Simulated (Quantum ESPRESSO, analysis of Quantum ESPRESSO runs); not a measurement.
# Interstitial H in fcc Al, hop from a tetrahedral to the next octahedral site: migration barrier against experiment (Quantum ESPRESSO)

Aim: the migration barrier of interstitial H in fcc Al, hop from a tetrahedral to the next octahedral site, to be set beside the measurement. Set-up: LDA, GBRV 1.5 LDA, 32-site cell, LDA lattice, k: 3x3x3. The model is a cell of 32 host atoms with 1 H put in. The barrier is the energy of the highest image of a climbing band over the relaxed site that the atom leaves. A local or semilocal functional is the cheapest first rung.

**The experiment.** Migration barrier: 0.452 eV, by diffusion measurements (T > 250 K); average of cited values (quoted in “Explainable Machine Learning for Hydrogen Diffusion in Metals and Random Binary Alloys”, 2023, G. M. Lu et al., quoting earlier work (1981)).

Program: Quantum ESPRESSO 7.5. Level of theory: Quantum ESPRESSO plane-wave DFT, LDA, GBRV 1.5 LDA potentials; relaxation of all atoms of a defect supercell. Results are calculated unless marked as measured.

Report form: the programs' logs are mostly left out.

### 1. The starting structure

The cell holds 33 atoms: 32 Al and 1 H. Its edges and angles: a = 7.967 Å, b = 7.967 Å, c = 7.967 Å, α = 90.0°, β = 90.0°, γ = 90.0°. It derives from Al (space group Fm-3m). Nearest the centre at fractional (0.375, 0.375, 0.375): H33 at 0.00 Å, Al29 at 1.72 Å, Al8 at 1.72 Å, Al18 at 1.72 Å, Al11 at 1.72 Å, Al22 at 3.30 Å, Al16 at 3.30 Å, Al15 at 3.30 Å.

The host's primitive cell comes from a first run (Quantum ESPRESSO plane-wave DFT, LDA, GBRV 1.5 LDA potentials; relaxation of cell and atoms of a defect-free cell): vectors of 2.817, 2.817 and 2.817 Å. That is 15.80 Å³ an atom, 4.8 % under the diffraction cell's volume. The supercell is built on it.

### 2. Relaxation, charge 0

A barrier counts from a true minimum, so both ends of the jump are relaxed first.

Contents of pw.in:

```
&CONTROL
  calculation = 'relax'
  prefix = 'pwscf'
  outdir = './tmp'
  pseudo_dir = './pseudo'
  tprnfor = .true.
  disk_io = 'low'
  nstep = 70
  forc_conv_thr = 0.00078
  etot_conv_thr = 0.0001
/
&SYSTEM
  ibrav = 0
  nat = 33
  ntyp = 2
  ecutwfc = 45
  ecutrho = 360
  nbnd = 63
  occupations = 'smearing'
  smearing = 'mv'
  degauss = 0.00734986
/
&ELECTRONS
  conv_thr = 3d-08
  electron_maxstep = 100
  mixing_beta = 0.5
/
&IONS
  ion_dynamics = 'bfgs'
/
ATOMIC_SPECIES
Al    26.9815 al_lda_v1.uspp.F.UPF
H      1.0080 h_lda_v1.4.uspp.F.UPF
CELL_PARAMETERS angstrom
   7.9669978984    0.0000000000    0.0000000000
   0.0000000000    7.9669978984    0.0000000000
   0.0000000000    0.0000000000    7.9669978984
ATOMIC_POSITIONS crystal
Al     0.0000000000    0.0000000000    0.0000000000
Al     0.0000000000    0.2500000000    0.2500000000
Al     0.2500000000    0.0000000000    0.2500000000
Al     0.2500000000    0.2500000000    0.0000000000
Al     0.0000000000    0.0000000000    0.5000000000
Al     0.0000000000    0.2500000000    0.7500000000
Al     0.2500000000    0.0000000000    0.7500000000
Al     0.2500000000    0.2500000000    0.5000000000
[... 21 atom lines left out ...]
Al     0.5000000000    0.7500000000    0.7500000000
Al     0.7500000000    0.5000000000    0.7500000000
Al     0.7500000000    0.7500000000    0.5000000000
H      0.3750000000    0.3750000000    0.3750000000
K_POINTS automatic
3 3 3 0 0 0
```

Launch:

```
$ OMP_NUM_THREADS=1 mpirun -n 4 pw.x -nk 4 -in pw.in > pw.out
```

Run time: 3.9 min. Hardware: 4 MPI ranks of Intel Xeon Platinum 8488C (Sapphire Rapids), shared host; peak memory 1.7 GiB; 16 min of CPU time.

Step by step:

| step | energy less that of the first step (eV) |
| --- | --- |
| 0 | 0.0000 |
| 1 | -0.1333 |
| 2 | -0.2348 |
| 3 | -0.3108 |
| 4 | -0.3208 |
| 5 | -0.3246 |
| 6 | -0.3279 |
| 7 | -0.3288 |
| 8 | -0.3292 |

The atoms that moved most (Å):

| atom | dx | dy | dz | length |
| --- | --- | --- | --- | --- |
| Al18 | 0.074 | -0.074 | -0.074 | 0.128 |
| Al11 | -0.074 | 0.074 | -0.074 | 0.128 |
| Al8 | -0.074 | -0.074 | 0.074 | 0.128 |
| Al29 | 0.074 | 0.074 | 0.074 | 0.128 |
| Al9 | -0.017 | 0.002 | -0.017 | 0.025 |
| Al17 | 0.002 | -0.017 | -0.017 | 0.025 |
| Al5 | -0.017 | -0.017 | 0.002 | 0.025 |
| Al7 | -0.002 | -0.017 | 0.017 | 0.025 |

Final coordinates:

```xyz
33
Lattice="7.9670 0.0000 0.0000 0.0000 7.9670 0.0000 0.0000 0.0000 7.9670" Properties=species:S:1:pos:R:3 pbc="T T T"
Al    0.0020    0.0020    0.0020
Al    0.0066    1.9944    1.9944
Al    1.9944    0.0066    1.9944
Al    1.9944    1.9944    0.0066
Al   -0.0175   -0.0175    3.9857
Al   -0.0175    1.9895    5.9927
Al    1.9895   -0.0175    5.9927
Al    1.9180    1.9180    4.0573
Al   -0.0175    3.9857   -0.0175
Al   -0.0175    5.9927    1.9895
Al    1.9180    4.0573    1.9180
Al    1.9895    5.9927   -0.0175
Al    0.0066    3.9808    3.9808
Al    0.0020    5.9733    5.9733
Al    1.9944    3.9808    5.9686
Al    1.9944    5.9686    3.9808
Al    3.9857   -0.0175   -0.0175
Al    4.0573    1.9180    1.9180
Al    5.9927   -0.0175    1.9895
Al    5.9927    1.9895   -0.0175
Al    3.9808    0.0066    3.9808
Al    3.9808    1.9944    5.9686
Al    5.9733    0.0020    5.9733
Al    5.9686    1.9944    3.9808
Al    3.9808    3.9808    0.0066
Al    3.9808    5.9686    1.9944
Al    5.9686    3.9808    1.9944
Al    5.9733    5.9733    0.0020
Al    4.0573    4.0573    4.0573
Al    3.9857    5.9927    5.9927
Al    5.9927    3.9857    5.9927
Al    5.9927    5.9927    3.9857
H     2.9876    2.9876    2.9876
```

Neighbours of H33 at the end:

| atom | distance (Å) |
| --- | --- |
| Al29 | 1.853 |
| Al18 | 1.853 |
| Al11 | 1.853 |
| Al8 | 1.853 |
| Al24 | 3.295 |
| Al27 | 3.295 |
| Al16 | 3.295 |
| Al26 | 3.295 |
| Al4 | 3.295 |
| Al2 | 3.295 |
| Al3 | 3.295 |
| Al22 | 3.295 |
| Al21 | 3.295 |
| Al13 | 3.295 |
| Al25 | 3.295 |
| Al15 | 3.295 |

From the first step to the last the energy fell by 0.329 eV, and the largest move was 0.13 Å (Al8 and 3 other atoms alike).

### 3. Relaxation, charge 0

The other end of the jump is relaxed alike.

Contents of pw.in:

```
&CONTROL
  calculation = 'relax'
  prefix = 'pwscf'
  outdir = './tmp'
  pseudo_dir = './pseudo'
  tprnfor = .true.
  disk_io = 'low'
  nstep = 70
  forc_conv_thr = 0.00078
  etot_conv_thr = 0.0001
/
&SYSTEM
  ibrav = 0
  nat = 33
  ntyp = 2
  ecutwfc = 45
  ecutrho = 360
  nbnd = 63
  occupations = 'smearing'
  smearing = 'mv'
  degauss = 0.00734986
/
&ELECTRONS
  conv_thr = 3d-08
  electron_maxstep = 100
  mixing_beta = 0.5
/
&IONS
  ion_dynamics = 'bfgs'
/
ATOMIC_SPECIES
Al    26.9815 al_lda_v1.uspp.F.UPF
H      1.0080 h_lda_v1.4.uspp.F.UPF
CELL_PARAMETERS angstrom
   7.9669978984    0.0000000000    0.0000000000
   0.0000000000    7.9669978984    0.0000000000
   0.0000000000    0.0000000000    7.9669978984
ATOMIC_POSITIONS crystal
Al     0.0000000000    0.0000000000    0.0000000000
Al     0.0000000000    0.2500000000    0.2500000000
[... 5 atom lines left out ...]
Al     0.2500000000    0.2500000000    0.5000000000
[... 2 atom lines left out ...]
Al     0.2500000000    0.5000000000    0.2500000000
[... 1 atom line left out ...]
Al     0.0000000000    0.5000000000    0.5000000000
[... 1 atom line left out ...]
Al     0.2500000000    0.5000000000    0.7500000000
Al     0.2500000000    0.7500000000    0.5000000000
[... 1 atom line left out ...]
Al     0.5000000000    0.2500000000    0.2500000000
[... 3 atom lines left out ...]
Al     0.5000000000    0.2500000000    0.7500000000
[... 1 atom line left out ...]
Al     0.7500000000    0.2500000000    0.5000000000
Al     0.5000000000    0.5000000000    0.0000000000
Al     0.5000000000    0.7500000000    0.2500000000
[... 2 atom lines left out ...]
Al     0.5000000000    0.5000000000    0.5000000000
[... 3 atom lines left out ...]
H      0.2500000000    0.2500000000    0.2500000000
K_POINTS automatic
3 3 3 0 0 0
```

The job ended after 3.6 min (4 MPI ranks; peak memory 1.8 GiB).

Step by step:

```
step  energy less that of the first step (eV)
   0                                   0.0000
   1                                  -0.0180
   2                                  -0.0333
   3                                  -0.0485
   4                                  -0.0552
   5                                  -0.0558
   6                                  -0.0564
   7                                  -0.0567
```

The atoms that moved most (Å):

```csv
atom,dx,dy,dz,length
Al18,0.049,0.000,0.000,0.049
Al8,0.000,0.000,0.049,0.049
Al11,0.000,0.049,0.000,0.049
Al2,-0.049,0.000,0.000,0.049
Al3,0.000,-0.049,0.000,0.049
Al4,0.000,0.000,-0.049,0.049
Al20,0.000,0.000,-0.011,0.011
Al6,-0.011,0.000,0.000,0.011
```

Neighbours of H33 at the end:

| atom | distance (Å) |
| --- | --- |
| Al2 | 2.040 |
| Al3 | 2.040 |
| Al4 | 2.040 |
| Al8 | 2.040 |
| Al18 | 2.040 |
| Al11 | 2.040 |
| Al29 | 3.447 |
| Al25 | 3.447 |
| Al21 | 3.447 |
| Al13 | 3.447 |
| Al1 | 3.447 |
| Al17 | 3.447 |
| Al5 | 3.447 |
| Al9 | 3.447 |

First to last step the energy falls by 0.057 eV; the largest move, 0.049 Å, is that of Al8 and 5 other atoms alike.

### 4. Nudged elastic band

A band of images joins the two ends; its highest image climbs to the saddle, whose energy over the site left is the barrier.

This step: Quantum ESPRESSO plane-wave DFT, LDA, GBRV 1.5 LDA potentials; nudged elastic band between two relaxed defect structures.

Contents of neb.in:

```
BEGIN
BEGIN_PATH_INPUT
&PATH
  restart_mode = 'from_scratch'
  string_method = 'neb'
  nstep_path = 45
  ds = 1.5
  opt_scheme = 'broyden'
  num_of_images = 5
  k_max = 0.3
  k_min = 0.2
  CI_scheme = 'auto'
  path_thr = 0.05
/
END_PATH_INPUT
BEGIN_ENGINE_INPUT
&CONTROL
  prefix = 'pwscf'
  outdir = './tmp'
  pseudo_dir = './pseudo'
  disk_io = 'low'
/
&SYSTEM
  ibrav = 0
  nat = 33
  ntyp = 2
  ecutwfc = 45
  ecutrho = 360
  nbnd = 63
  occupations = 'smearing'
  smearing = 'mv'
  degauss = 0.00734986
/
&ELECTRONS
  conv_thr = 3d-08
  electron_maxstep = 100
  mixing_beta = 0.5
/
ATOMIC_SPECIES
Al    26.9815 al_lda_v1.uspp.F.UPF
H      1.0080 h_lda_v1.4.uspp.F.UPF
CELL_PARAMETERS angstrom
   7.9669978984    0.0000000000    0.0000000000
   0.0000000000    7.9669978984    0.0000000000
   0.0000000000    0.0000000000    7.9669978984
BEGIN_POSITIONS
FIRST_IMAGE
ATOMIC_POSITIONS crystal
Al     0.0002485009    0.0002485009    0.0002485009
Al     0.0008294148    0.2503337771    0.2503337771
Al     0.2503337771    0.0008294148    0.2503337771
Al     0.2503337771    0.2503337771    0.0008294148
Al    -0.0021961309   -0.0021961309    0.5002790705
Al    -0.0021961309    0.2497209295    0.7521961309
Al     0.2497209295   -0.0021961309    0.7521961309
Al     0.2407423996    0.2407423996    0.5092576004
Al    -0.0021961309    0.5002790705   -0.0021961309
Al    -0.0021961309    0.7521961309    0.2497209295
Al     0.2407423996    0.5092576004    0.2407423996
Al     0.2497209295    0.7521961309   -0.0021961309
Al     0.0008294148    0.4996662229    0.4996662229
Al     0.0002485009    0.7497514991    0.7497514991
Al     0.2503337771    0.4996662229    0.7491705852
Al     0.2503337771    0.7491705852    0.4996662229
Al     0.5002790705   -0.0021961309   -0.0021961309
Al     0.5092576004    0.2407423996    0.2407423996
Al     0.7521961309   -0.0021961309    0.2497209295
Al     0.7521961309    0.2497209295   -0.0021961309
Al     0.4996662229    0.0008294148    0.4996662229
Al     0.4996662229    0.2503337771    0.7491705852
Al     0.7497514991    0.0002485009    0.7497514991
Al     0.7491705852    0.2503337771    0.4996662229
Al     0.4996662229    0.4996662229    0.0008294148
Al     0.4996662229    0.7491705852    0.2503337771
Al     0.7491705852    0.4996662229    0.2503337771
Al     0.7497514991    0.7497514991    0.0002485009
Al     0.5092576004    0.5092576004    0.5092576004
Al     0.5002790705    0.7521961309    0.7521961309
Al     0.7521961309    0.5002790705    0.7521961309
Al     0.7521961309    0.7521961309    0.5002790705
H      0.3750000000    0.3750000000    0.3750000000
LAST_IMAGE
ATOMIC_POSITIONS crystal
Al     0.0003758004    0.0003758004    0.0003758004
Al    -0.0059706887    0.2501363428    0.2501363428
Al     0.2501363428   -0.0059706887    0.2501363428
Al     0.2501363428    0.2501363428   -0.0059706887
[... 3 atom lines left out ...]
Al     0.2501363428    0.2501363428    0.5062433743
[... 2 atom lines left out ...]
Al     0.2501363428    0.5062433743    0.2501363428
[... 1 atom line left out ...]
Al     0.0003758004    0.4998968852    0.4998968852
[... 4 atom lines left out ...]
Al     0.5062433743    0.2501363428    0.2501363428
[... 2 atom lines left out ...]
Al     0.4998968852    0.0003758004    0.4998968852
[... 3 atom lines left out ...]
Al     0.4998968852    0.4998968852    0.0003758004
Al     0.5014665431    0.7501363428    0.2501363428
[... 2 atom lines left out ...]
Al     0.4998968852    0.4998968852    0.4998968852
[... 3 atom lines left out ...]
H      0.2501363428    0.2501363428    0.2501363428
END_POSITIONS
K_POINTS automatic
3 3 3 0 0 0
END_ENGINE_INPUT
END
```

Launch:

```
$ OMP_NUM_THREADS=1 mpirun -n 4 neb.x -ni 2 -inp neb.in > neb.out
```

Elapsed: 22 min, on 4 MPI ranks; peak memory 2 GiB; 89 min of CPU time.

Images along the path:

| image | path (Å) | energy (eV) | H33: x, y, z (Å) |
| --- | --- | --- | --- |
| 0 | 0.000 | 0.0000 | 2.988, 2.988, 2.988 |
| 1 | 0.478 | 0.1165 | 2.720, 2.720, 2.720 |
| 2 | 0.872 | 0.1793 | 2.496, 2.496, 2.496 |
| 3 | 1.288 | 0.1153 | 2.265, 2.265, 2.265 |
| 4 | 1.770 | 0.0554 | 1.993, 1.993, 1.993 |

Numbers from this step:

```yaml
barrier_forward: 0.1793 eV
```

### 5. What came out

```json
{
 "migration barrier (saddle less minimum)": "0.18 eV",
 "energy difference of the two ends": "0.06 eV",
 "length of the hop": "1.72 Å"
}
```

**Reading.** Migration barrier: computed 0.18 eV, measured 0.452 eV; 0.27 eV below the measurement. The measured number is an Arrhenius activation energy of long-range diffusion; for H it holds zero-point energy, and trapping at vacancies and dislocations can raise it. One hop between neighbouring sites is computed at the host's lattice. Limits: the periodic copies of the defect are only 8.0 Å apart.

[Logs are printed without paths, hosts, clocks, repeated set-up lines and the standing remarks that a program may print on its own settings, such as how far it seeks lower states.]

[Hosts, paths, dates, database ids (printed as entryN), source tags and the programs' standing remarks are cut or masked in the printed files.]

[For some hosts the program warned that the k-mesh of the response run may be too coarse for force constants and the static dielectric constant; such warnings are not shown here.]
